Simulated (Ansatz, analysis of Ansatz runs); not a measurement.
# Can an added electron hop between Mn atoms in RbMnF4 (P2_1/c)?

Aim: the energy barrier that a trapped electron meets when it moves from one Mn atom to another one nearby in RbMnF4 (P2_1/c). The model is a cell of 48 host atoms.

Program: Ansatz 0.2.0. Level of theory: plane-wave PAW DFT, PBEsol+U; relaxation of all atoms of a supercell at fixed charge in a uniform background; PAW set soft_1. Results are calculated unless marked as measured.

**1. Starting point**

The cell holds 48 atoms: 8 Rb, 8 Mn and 32 F. Cell: a = 11.104 Å, b = 9.819 Å, c = 9.874 Å, α = 68.6°, β = 56.5°, γ = 55.9°. It derives from RbMnF4 (space group P2_1/c). Nearest the centre at fractional (0.375, 0.375, 0.625): F33 at 0.55 Å, Mn10 at 1.97 Å, Mn11 at 1.97 Å, F19 at 2.32 Å, F18 at 2.42 Å, F26 at 2.72 Å, F29 at 2.73 Å, F45 at 2.93 Å.

Hubbard terms: Mn d 4.5 eV. They were chosen, not fitted, to curb self-interaction in the shells named, the trial site's among them. The two sites are Mn10 and Mn11. The cell's shortest repeat is 9.8 Å. The host's moments were started antiferromagnetic in the unit cell, high spin; both sites carry the same spin direction.

**2. The cell without the carrier**

The neutral cell is relaxed first, from small random displacements, so that bond lengths and moments with the carrier can be set beside those of a relaxed cell without it.

File neutral.relax/input.yaml:

```yaml
crystal:
  lattice:
    - [-0.12217936, 7.8352551, 7.86705983]
    - [5.88726042, -2.87e-06, 7.85871589]
    - [6.00943135, 7.83525143, -0.00834327]
  atoms:
    - { symbol: Rb, position: [0.020494, 0.233545, 0.279532] }
    - { symbol: Rb, position: [0.520494, 0.733545, 0.779532] }
    - { symbol: Rb, position: [0.27953, 0.966434, 0.520488] }
    - { symbol: Rb, position: [0.77953, 0.466434, 0.020488] }
    - { symbol: Rb, position: [0.479506, 0.266455, 0.220468] }
    - { symbol: Rb, position: [0.979506, 0.766455, 0.720468] }
    - { symbol: Rb, position: [0.22047, 0.533566, 0.979512] }
    - { symbol: Rb, position: [0.72047, 0.033566, 0.479512] }
    - { symbol: Mn, position: [0.0, 0.0, 0.0], spin: 4.0 }
    - { symbol: Mn, position: [0.5, 0.5, 0.5], spin: 4.0 }
    - { symbol: Mn, position: [0.25, 0.25, 0.75], spin: 4.0 }
    - { symbol: Mn, position: [0.75, 0.75, 0.25], spin: 4.0 }
    - { symbol: Mn, position: [0.25, 0.75, 0.25], spin: -4.0 }
    - { symbol: Mn, position: [0.75, 0.25, 0.75], spin: -4.0 }
    - { symbol: Mn, position: [0.0, 0.5, 0.5], spin: -4.0 }
    - { symbol: Mn, position: [0.5, 0.0, 0.0], spin: -4.0 }
    - { symbol: F, position: [0.082177, 0.869988, 0.846443] }
    - { symbol: F, position: [0.582177, 0.369988, 0.346443] }
    - { symbol: F, position: [0.394234, 0.161628, 0.552646] }
    - { symbol: F, position: [0.894234, 0.661628, 0.052646] }
    - { symbol: F, position: [0.052647, 0.891492, 0.394233] }
    - { symbol: F, position: [0.552647, 0.391492, 0.894233] }
    - { symbol: F, position: [0.105766, 0.338372, 0.947354] }
    - { symbol: F, position: [0.605766, 0.838372, 0.447354] }
    - { symbol: F, position: [0.166033, 0.831798, 0.060726] }
    - { symbol: F, position: [0.666033, 0.331798, 0.560726] }
    - { symbol: F, position: [0.060727, 0.441443, 0.666032] }
    - { symbol: F, position: [0.560727, 0.941443, 0.166032] }
    - { symbol: F, position: [0.333967, 0.668202, 0.439274] }
    - { symbol: F, position: [0.833967, 0.168202, 0.939274] }
    - { symbol: F, position: [0.439273, 0.058557, 0.833968] }
    - { symbol: F, position: [0.939273, 0.558557, 0.333968] }
    - { symbol: F, position: [0.331429, 0.399867, 0.684687] }
    - { symbol: F, position: [0.831429, 0.899867, 0.184687] }
    - { symbol: F, position: [0.184686, 0.584018, 0.331429] }
    - { symbol: F, position: [0.684686, 0.084018, 0.831429] }
    - { symbol: F, position: [0.168571, 0.100133, 0.815313] }
    - { symbol: F, position: [0.668571, 0.600133, 0.315313] }
    - { symbol: F, position: [0.315314, 0.915982, 0.168571] }
    - { symbol: F, position: [0.815314, 0.415982, 0.668571] }
    - { symbol: F, position: [0.153557, 0.298609, 0.417823] }
    - { symbol: F, position: [0.653557, 0.798609, 0.917823] }
    - { symbol: F, position: [0.346443, 0.201391, 0.082177] }
    - { symbol: F, position: [0.846443, 0.701391, 0.582177] }
    - { symbol: F, position: [0.417823, 0.630012, 0.653557] }
    - { symbol: F, position: [0.917823, 0.130012, 0.153557] }
    - { symbol: F, position: [0.447353, 0.608508, 0.105767] }
    - { symbol: F, position: [0.947353, 0.108508, 0.605767] }
basis:
  ecutwfc: 420
  xc_grid: 2
hamiltonian:
  xc: pbesol
  hubbard:
    sites: [{ species: Mn, l: d, u_eff: 4.5 }]
    projectors: ortho-atomic
  pseudopotentials: { kind: paw, azcp: { folder: soft_1 }, xc_functional: pbe }
kpoints:
  mp_grid: { grid: [1, 1, 1] }
magnetization:
  spin_polarized: true
  initial_magnetization: 0
  spin_locking: { lock_magnetization: hard }
scf:
  occupations: { method: fermi_dirac, width: 0.01 }
  max_iter: 120
  lower_state_search: "off"
output:
  forces: true
relax:
  f_tol: 0.02
  max_steps: 70
  random_displacement: { amplitude: 0.04, seed: 1068 }
checkpoint:
  write: "../neutral.relax.run"
  compress: false
  write_wavefunctions: true
  write_every: 100000
```

Command:

```sh
> ansatz run input.yaml --threads 4 --pin off --max-ram 9420MiB --backend cpu --events-out ev --progress --plain --runs-dir out
```

Numbers of over 12 decimals in the logs are rounded to 6 here.

Log:

```text
[... repeated set-up lines and file paths are left out, and long positions are rounded to six places ...]
Engine: ansatz 0.2.0, x86_64-unknown-linux-gnu
Pseudopotentials: kind: paw
Pseudopotential: Rb, paw, valence charge 9, recommended cutoff 420 eV (normal), soft_1/Rb.paw.azcp
Pseudopotential: Mn, paw, valence charge 15, recommended cutoff 420 eV (normal), soft_1/Mn.paw.azcp
Pseudopotential: F, paw, valence charge 7, recommended cutoff 420 eV (normal), soft_1/F.paw.azcp
Functional definition: PBEsol
  exchange = pbesol_x
  correlation = pbesol_c
Crystal: 48 atoms, lattice volume = 740.832 Å³
Basis set: ecut = 420 eV, 14505 PW (Γ), exchange–correlation on 150×144×144 points (8 copies of the dense FFT grid, shifted against one another)
Bands: 256, of which v1, the nominal top of the filled ones, is band 208 counted from 1 (207 counted from 0)
Symmetry: 1 space group operations
k-points: 1
Non-local potential: Rb, projectors of the file, l = 0: 3, l = 1: 2, l = 2: 2
Non-local potential: Mn, projectors of the file, l = 0: 3, l = 1: 2, l = 2: 3, l = 3: 1
Non-local potential: F, projectors of the file, l = 0: 2, l = 1: 2, l = 2: 1
PAW form: soft (Blöchl's): semilocal exchange-correlation on the pseudo side does not see the compensation charge
PAW frozen core: Rb, regenerated for the run's functional, and the local potential with it (the file was generated under x = pbe(κ = 0.804, μ = 0.219515), c = pbe(β = 0.066725))
PAW frozen core: Mn, regenerated for the run's functional, and the local potential with it (the file was generated under x = pbe(κ = 0.804, μ = 0.219515), c = pbe(β = 0.066725))
[...]
atom  27  F      0.00816631     0.01742638    -0.00107768
  [... 1 atom left out ...]
  atom  29  F      0.00183043    -0.00431495     0.00375006
  [... 1 atom left out ...]
  atom  31  F     -0.00812513    -0.01554277    -0.00119569
  [... 1 atom left out ...]
  atom  33  F      0.00318187     0.00463429     0.00717465
  [... 11 atoms left out ...]
  atom  45  F      0.00474408     0.00225964     0.00026485
  [... 3 atoms left out ...]
  max |Σ_I F_I| component: 6.23e-6 eV/Å
--- Band table (eV) ---
  k-point 0 ↑: bands = ["-77.6107", "-77.6101", "-77.5639", "-77.5606", [... 248 left out ...] "13.0079", "13.0816", "13.1294", "13.2665"]
  k-point 0 ↓: bands = ["-77.6077", "-77.6066", "-77.5598", "-77.5580", [... 248 left out ...] "13.0079", "13.0805", "13.1305", "13.2667"]
Occupation matrices written to <dir>
--- Relaxed structure (5 steps of the walk, 5 accepted, 0 SCFs on fresh bases) ---
  F+E_penalty+E_count = -82322.38012303 eV   max|allowed force component| = 1.951e-2 eV/Å
  atoms:
    - { symbol: Rb, position: [0.020788, 0.233556, 0.279213] }
    - { symbol: Rb, position: [0.520377, 0.734043, 0.779218] }
    [... 7 atoms left out ...]
    - { symbol: Mn, position: [0.500461, 0.499830, 0.499485] }
    - { symbol: Mn, position: [0.250324, 0.249829, 0.749752] }
    [... 6 atoms left out ...]
    - { symbol: F, position: [0.582347, 0.369794, 0.345930] }
    - { symbol: F, position: [0.394929, 0.161110, 0.552389] }
    [... 6 atoms left out ...]
    - { symbol: F, position: [0.666587, 0.331430, 0.560316] }
    - { symbol: F, position: [0.060861, 0.441363, 0.665986] }
    [... 1 atom left out ...]
    - { symbol: F, position: [0.334291, 0.668401, 0.438727] }
    [... 1 atom left out ...]
    - { symbol: F, position: [0.439954, 0.058855, 0.833228] }
    [... 1 atom left out ...]
    - { symbol: F, position: [0.331348, 0.400274, 0.684222] }
    [... 11 atoms left out ...]
    - { symbol: F, position: [0.418304, 0.629989, 0.653114] }
    [... 3 atoms left out ...]
[key lines of the parts left out:]
SCF converged after 4 iterations
Magnetization: 0.0000 μB (208.0000 up, 208.0000 down)
Free energy (F): -82322.380123 eV
Fermi energy:    4.130051 (↑ 4.127773, ↓ 4.132415) eV
```

It took 24 s on 4 threads of INTEL XEON PLATINUM 8581C at 2.30GHz (Emerald Rapids), shared host; peak memory 1.5 GiB.

The largest displacement from an ideal site is 0.011 Å.

**3. The electron on the first site**

The nearest neighbour or neighbours of the site start displaced and the site's starting moment is changed by the carrier's spin, since a carrier doesn't trap itself in the undistorted lattice.

File A.relax/input.yaml:

```yaml
crystal:
  lattice:
    - [-0.12217936, 7.8352551, 7.86705983]
    - [5.88726042, -2.87e-06, 7.85871589]
    - [6.00943135, 7.83525143, -0.00834327]
  atoms:
    - { symbol: Rb, position: [0.020788, 0.233556, 0.279213] }
    - { symbol: Rb, position: [0.520377, 0.734043, 0.779218] }
    - { symbol: Rb, position: [0.279662, 0.96658, 0.520432] }
    - { symbol: Rb, position: [0.779821, 0.466506, 0.020008] }
    - { symbol: Rb, position: [0.47965, 0.266332, 0.220396] }
    - { symbol: Rb, position: [0.980044, 0.766318, 0.719919] }
    - { symbol: Rb, position: [0.221116, 0.533189, 0.978645] }
    - { symbol: Rb, position: [0.720947, 0.033381, 0.478899] }
    - { symbol: Mn, position: [0.000103, -4.4e-05, -9.0e-06], spin: 4.0 }
    - { symbol: Mn, position: [0.500461, 0.49983, 0.499485], spin: 5.0 }
    - { symbol: Mn, position: [0.250324, 0.249829, 0.749752], spin: 4.0 }
    - { symbol: Mn, position: [0.750347, 0.749916, 0.249521], spin: 4.0 }
    - { symbol: Mn, position: [0.250504, 0.749808, 0.249459], spin: -4.0 }
    - { symbol: Mn, position: [0.750237, 0.250254, 0.749969], spin: -4.0 }
    - { symbol: Mn, position: [9.7e-05, 0.500152, 0.499841], spin: -4.0 }
    - { symbol: Mn, position: [0.500511, -6.1e-05, -0.000434], spin: -4.0 }
    - { symbol: F, position: [0.081987, 0.870145, 0.846227] }
    - { symbol: F, position: [0.588139, 0.360931, 0.335927] }
    - { symbol: F, position: [0.394929, 0.16111, 0.552389] }
    - { symbol: F, position: [0.895009, 0.661692, 0.051975] }
    - { symbol: F, position: [0.053194, 0.891516, 0.393858] }
    - { symbol: F, position: [0.552521, 0.391376, 0.894396] }
    - { symbol: F, position: [0.105855, 0.338454, 0.947151] }
    - { symbol: F, position: [0.605688, 0.838142, 0.447074] }
    - { symbol: F, position: [0.16624, 0.831148, 0.060638] }
    - { symbol: F, position: [0.676875, 0.321008, 0.564578] }
    - { symbol: F, position: [0.060861, 0.441363, 0.665986] }
    - { symbol: F, position: [0.560891, 0.941169, 0.166013] }
    - { symbol: F, position: [0.324003, 0.678823, 0.434466] }
    - { symbol: F, position: [0.833716, 0.168585, 0.939513] }
    - { symbol: F, position: [0.439954, 0.058855, 0.833228] }
    - { symbol: F, position: [0.939521, 0.558783, 0.333637] }
    - { symbol: F, position: [0.322119, 0.394636, 0.694217] }
    - { symbol: F, position: [0.831102, 0.900502, 0.184613] }
    - { symbol: F, position: [0.185184, 0.583533, 0.331526] }
    - { symbol: F, position: [0.685482, 0.083684, 0.830963] }
    - { symbol: F, position: [0.16933, 0.099337, 0.815206] }
    - { symbol: F, position: [0.678811, 0.604929, 0.30451] }
    - { symbol: F, position: [0.315838, 0.916061, 0.167326] }
    - { symbol: F, position: [0.81478, 0.41698, 0.669118] }
    - { symbol: F, position: [0.153634, 0.29846, 0.417763] }
    - { symbol: F, position: [0.654103, 0.798334, 0.917368] }
    - { symbol: F, position: [0.346672, 0.201399, 0.082035] }
    - { symbol: F, position: [0.846507, 0.701864, 0.581859] }
    - { symbol: F, position: [0.412512, 0.638852, 0.663117] }
    - { symbol: F, position: [0.918434, 0.129872, 0.153554] }
    - { symbol: F, position: [0.447866, 0.608101, 0.105131] }
    - { symbol: F, position: [0.947929, 0.109248, 0.605336] }
total_charge: -1
basis:
  ecutwfc: 420
  xc_grid: 2
hamiltonian:
  xc: pbesol
  hubbard:
    sites: [{ species: Mn, l: d, u_eff: 4.5 }]
    projectors: ortho-atomic
  pseudopotentials: { kind: paw, azcp: { folder: soft_1 }, xc_functional: pbe }
kpoints:
  mp_grid: { grid: [1, 1, 1] }
magnetization:
  spin_polarized: true
  initial_magnetization: 1
  spin_locking: { lock_magnetization: hard }
scf:
  occupations: { method: fermi_dirac, width: 0.01 }
  max_iter: 120
  lower_state_search: "off"
output:
  forces: true
relax:
  f_tol: 0.015
  max_steps: 70
  escape_saddle: false
checkpoint:
  write: "../A.relax.run"
  compress: false
  write_wavefunctions: true
  write_every: 100000
```

Log:

```text
[...]
Crystal: 48 atoms, lattice volume = 740.832 Å³
Basis set: ecut = 420 eV, 14505 PW (Γ), exchange–correlation on 150×144×144 points (8 copies of the dense FFT grid, shifted against one another)
Bands: 257, of which v1, the nominal top of the filled ones, is band 209 counted from 1 (208 counted from 0)
Symmetry: 1 space group operations
[...]
k-points: 1
[...]
Starting moments: Σ|m| = 33 μB on 8 of 48 sites
[...]
SCF iter   1: F=—  HF=-82410.305498 eV  |F-HF|=—  |Δ(HF+E_count)|=         —  Δρ=2.24e-1 (↑2.03e-1 ↓2.24e-1)  dr2=1.16e3  dr2_m=4.13e1  M=1.000 μB ∫|m|=23.812 μB  β_m=0.30  ethr=3.10e-3  ⟨swp⟩=6.0  Hψ=1901  notcnv=0
[...]
spin=Collinear: Resta preconditioning applied to the charge; magnetization (m = ρ↑ − ρ↓) channel mixes plain (no charge-response kernel on spin).
SCF iter   2: F=—  HF=-82329.350976 eV  |F-HF|=—  |Δ(HF+E_count)|=    8.10e1  Δρ=7.00e-2 (↑7.00e-2 ↓6.22e-2)  dr2=8.45e1  dr2_m=5.21e0  M=1.000 μB ∫|m|=33.729 μB  β_m=0.27  ethr=3.10e-3  ⟨swp⟩=8.5  Hψ=2139  notcnv=0  defer=59
[...]
SCF iter  16: F=-82316.978163 eV  HF=-82316.978163 eV  |F-HF|=7.14e-8  |Δ(HF+E_count)|=   2.84e-6  Δρ=8.87e-6 (↑8.87e-6 ↓8.01e-6)  dr2=1.74e-6  dr2_m=6.79e-8  M=1.000 μB ∫|m|=33.953 μB  ethr=1.35e-9  ⟨swp⟩=3.0  Hψ=1356  notcnv=0
SCF 1 converged in 16 iterations: F = -82316.978163 eV  dr2 = 1.74e-6
[...]
relax step   1: F+E_penalty+E_count = -82316.97816328 eV  Δ(F+E_penalty+E_count) = +0.000e0 eV  max|allowed force component| = 1.430e0 eV/Å  Δτ_max = 0.0000 Å  (16 SCF iters, dr2 threshold 5.63e-6 eV, accepted)
[...]
relax step   2: F+E_penalty+E_count = -82317.07795512 eV  Δ(F+E_penalty+E_count) = -9.979e-2 eV  max|allowed force component| = 9.627e-1 eV/Å  Δτ_max = 0.1893 Å  (8 SCF iters, dr2 threshold 1.00e-4 eV, accepted)
relax step   3: F+E_penalty+E_count = -82317.31799091 eV  Δ(F+E_penalty+E_count) = -2.400e-1 eV  max|allowed force component| = 2.590e-1 eV/Å  Δτ_max = 0.0962 Å  (7 SCF iters, dr2 threshold 5.79e-5 eV, accepted)
relax step   4: F+E_penalty+E_count = -82317.34786124 eV  Δ(F+E_penalty+E_count) = -2.987e-2 eV  max|allowed force component| = 1.084e-1 eV/Å  Δτ_max = 0.0269 Å  (6 SCF iters, dr2 threshold 4.85e-6 eV, accepted)
relax step   5: F+E_penalty+E_count = -82317.35540409 eV  Δ(F+E_penalty+E_count) = -7.543e-3 eV  max|allowed force component| = 4.142e-2 eV/Å  Δτ_max = 0.0221 Å  (7 SCF iters, dr2 threshold 8.50e-7 eV, accepted)
relax step   6: F+E_penalty+E_count = -82317.35706635 eV  Δ(F+E_penalty+E_count) = -1.662e-3 eV  max|allowed force component| = 1.380e-2 eV/Å  Δτ_max = 0.0128 Å  (7 SCF iters, dr2 threshold 2.51e-7 eV, accepted)
[...]
SCF iter   2: F=-82317.357066 eV  HF=-82317.357066 eV  |F-HF|=2.33e-8  |Δ(HF+E_count)|=   1.89e-9  Δρ=1.93e-6 (↑1.35e-6 ↓1.93e-6)  dr2=2.89e-8  dr2_m=7.98e-9  M=1.000 μB ∫|m|=34.052 μB  ethr=2.40e-11  ⟨swp⟩=2.0  Hψ=1604  notcnv=0
SCF 7 converged in 2 iterations: F = -82317.357066 eV  dr2 = 2.89e-8
relax step   7: F+E_penalty+E_count = -82317.35706641 eV  Δ(F+E_penalty+E_count) = -6.417e-8 eV  max|allowed force component| = 1.379e-2 eV/Å  Δτ_max = 0.0000 Å  (2 SCF iters, accepted)
NSCF: frozen V_eff on 1 k-points
[...]
SCF converged after 2 iterations
Magnetization: 1.0000 μB (209.0000 up, 208.0000 down)
Absolute magnetization: 34.1253 μB (∫|ρ↑−ρ↓|, with the PAW one-centre terms)
[...]
Per-site moments (μB) at R_I (Å): [(-0.000922243, 1.129910), (-0.000374246, 1.095584), (0.000937052, 1.135188), [... 45 left out ...]
Free energy (F): -82317.357066 eV
[...]
Internal energy: -82317.357066 eV  (E = F + TS)
E sigma→0 (E₀):  -82317.357066 eV
Fermi energy:    4.993897 (↑ 5.087490, ↓ 4.294149) eV
[...]
--- Forces (eV/Å), atoms counted from 1 ---
  atom   1  Rb    -0.00187210     0.00052205    -0.00131303
  atom   2  Rb     0.00101687    -0.00272290    -0.00133559
  [... 7 atoms left out ...]
  atom  10  Mn    -0.00016326    -0.00005986    -0.00018468
  atom  11  Mn     0.00008358    -0.00272331     0.00827913
  [... 6 atoms left out ...]
  atom  18  F      0.00681188     0.00546000     0.00473567
  atom  19  F      0.00150124    -0.00284940     0.00151055
  [... 3 atoms left out ...]
  atom  23  F      0.00363932    -0.00108300     0.00186343
  [... 2 atoms left out ...]
  atom  26  F      0.00068135    -0.01061762    -0.00007291
  atom  27  F     -0.00118145     0.00104615     0.00075249
  [... 1 atom left out ...]
  atom  29  F     -0.00074796     0.01039909    -0.00052446
  [... 1 atom left out ...]
  atom  31  F     -0.00051266     0.00051835     0.00159692
  [... 1 atom left out ...]
  atom  33  F     -0.00660604     0.00066086    -0.01113514
  [... 15 atoms left out ...]
  max |Σ_I F_I| component: 3.53e-6 eV/Å
--- Band table (eV) ---
[...]
Occupation matrices written to <dir>
--- Relaxed structure (7 steps of the walk, 7 accepted, 0 SCFs on fresh bases) ---
  F+E_penalty+E_count = -82317.35706641 eV   max|allowed force component| = 1.379e-2 eV/Å
  atoms:
    - { symbol: Rb, position: [0.014256, 0.235179, 0.287084] }
    - { symbol: Rb, position: [0.523685, 0.728811, 0.778510] }
    [... 7 atoms left out ...]
    - { symbol: Mn, position: [0.500327, 0.499985, 0.499661] }
    - { symbol: Mn, position: [0.249063, 0.248790, 0.750698] }
    [... 6 atoms left out ...]
    - { symbol: F, position: [0.595439, 0.355063, 0.331224] }
    - { symbol: F, position: [0.392308, 0.160754, 0.552371] }
    [... 3 atoms left out ...]
    - { symbol: F, position: [0.104765, 0.336250, 0.949483] }
    [... 2 atoms left out ...]
    - { symbol: F, position: [0.690468, 0.309034, 0.564599] }
    - { symbol: F, position: [0.061019, 0.442370, 0.666295] }
    [... 1 atom left out ...]
    - { symbol: F, position: [0.310249, 0.691002, 0.434673] }
    [... 1 atom left out ...]
    - { symbol: F, position: [0.442954, 0.057957, 0.830352] }
    [... 1 atom left out ...]
    - { symbol: F, position: [0.330448, 0.397812, 0.685392] }
    [... 15 atoms left out ...]
```

Run time: 33 s. Hardware: 4 threads; peak memory 1.5 GiB; 2.1 min of CPU time.

Relaxation path:

```tsv
step	energy less that of the first step (eV)	largest force component (eV/Å)
1	0.0000	1.4302
2	-0.0998	0.9627
3	-0.3398	0.2590
4	-0.3697	0.1084
5	-0.3772	0.0414
6	-0.3789	0.0138
7	-0.3789	0.0138
```

The atoms that moved most (Å):

```tsv
atom	dx	dy	dz	length
F21	0.012	-0.136	-0.018	0.138
F48	-0.016	0.134	0.009	0.135
F29	0.075	-0.106	-0.012	0.130
F26	-0.072	0.107	0.013	0.129
F36	-0.023	0.092	-0.030	0.100
F38	0.041	0.006	-0.090	0.099
F39	0.030	-0.091	0.026	0.099
F33	-0.035	-0.004	0.091	0.097
```

The moves above count from the input, in which the site's nearest neighbours were already displaced; the distances below compare with the cell without the carrier.

Distances from Mn10 without and with the electron:

```tsv
atom	without (Å)	with (Å)
F18	1.83	2.00
F45	1.83	2.00
F26	1.89	2.14
F29	1.89	2.14
F38	2.19	2.21
F33	2.19	2.21
```

The largest changes of the moments are 0.82 μB on Mn10, 0.02 μB on Mn12 and 0.02 μB on Mn11. The largest part sits on the chosen site.

[end of part 1 of 2]

[Logs are printed without paths, hosts, clocks, repeated set-up lines and the standing remarks that a program may print on its own settings, such as how far it seeks lower states.]

[Hosts, paths, dates, database ids (printed as entryN), source tags and the programs' standing remarks are cut or masked in the printed files.]
